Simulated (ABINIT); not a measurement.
An input for ABINIT 10.8.3 (TiO2 (Rutile)):

```
acell 3*1.0 Angstrom
rprim 
  4.684044000000 0.000000000000 0.000000000000
  0.000000000000 4.684044000000 0.000000000000
  0.000000000000 0.000000000000 2.957400000000
ntypat 2
znucl 22 8
natom 6
typat 1 1 2 2 2 2
xred 
  0.000000000000 0.000000000000 0.000000000000
  0.500000000000 0.500000000000 0.500000000000
  0.305850117097 0.305850117097 0.000000000000
  0.194149882903 0.805850117097 0.500000000000
  0.694149882903 0.694149882903 0.000000000000
  0.805850117097 0.194149882903 0.500000000000
pp_dirpath "pseudos"
pseudos "Ti.upf, O.upf"
ecut 38
ngkpt 4 4 4
nshiftk 1
shiftk 0 0 0
kptopt 1
chksymbreak 0
istwfk *1
occopt 1
irdwfk 1
optdriver 3
nband 85
ecuteps 3.8
inclvkb 2
awtr 1
symchi 1
indata_prefix "in"
outdata_prefix "out"
tmpdata_prefix "tmp"
```

```sh
OMP_NUM_THREADS=1 mpirun -n 4 abinit run.abi > log
```

**Question.** Estimate wall time and host memory on 4 MPI ranks of Arm Neoverse V1, shared host.

It took 2.4 min; on shared hardware allow 71 s to 4.7 min. Peak host memory was 1.9 GiB.

[Paths, hosts, dates, memory and timing lines, banners, echoed tables and standing remarks are left out of the program output.]

[Logs are printed without paths, hosts, clocks, repeated set-up lines and the standing remarks that a program may print on its own settings, such as how far it seeks lower states.]

[Runs of the session that timed out or met a known fault of the program may be left out.]

[Hosts, paths, dates, database ids (printed as entryN), source tags and the programs' standing remarks are cut or masked in the printed files.]

[G0W0 gaps are taken among the corrected bands and points alone; a level outside them can change the order at an edge.]

[Where Ansatz stands beside ABINIT at settings called matched, ABINIT's density can come from a denser mesh and the files from another edition; pairs whose starting gaps differed by over 0.03 eV were left out, so agreement reads better than it is.]
